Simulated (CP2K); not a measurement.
The C K edge of fulvene was computed by TDDFT (CP2K XAS_TDP, aug-cc-pVDZ, TDA) at these levels: PBE0, PBEh(45%) and PBEh(45%) + GW2X. The first three lines of C1 (bonded to C and 2 H) with a strength over 0.0015, energy in eV and strength:

```tsv
run	first	second	third
1	280.01 (0.052)	284.58 (0.006)	285.13 (0.021)
2	285.72 (0.050)	290.29 (0.006)	290.84 (0.021)
3	274.47 (0.040)	278.08 (0.003)	278.62 (0.008)
```

**Question.** Which run is which?

Run 1: PBEh(45%) (45 % exact exchange). Run 2: PBEh(45%) + GW2X (45 % exact exchange). Run 3: PBE0 (25 % exact exchange). Self-interaction lifts the core level, so the uncorrected lines rise with the share of exact exchange. The GW2X run keeps the spacings of its parent: 4.57 eV between the first two lines in run 2, 4.57 eV in run 1. Its shift is +5.71 eV, since the Kohn–Sham level at this share of exchange lies that far above the quasiparticle level.

[Banner, clock and machine lines of the logs are left out without a mark of their own.]

[Logs are printed without paths, hosts, clocks, repeated set-up lines and the standing remarks that a program may print on its own settings, such as how far it seeks lower states.]

[Hosts, paths, dates, database ids (printed as entryN), source tags and the programs' standing remarks are cut or masked in the printed files.]
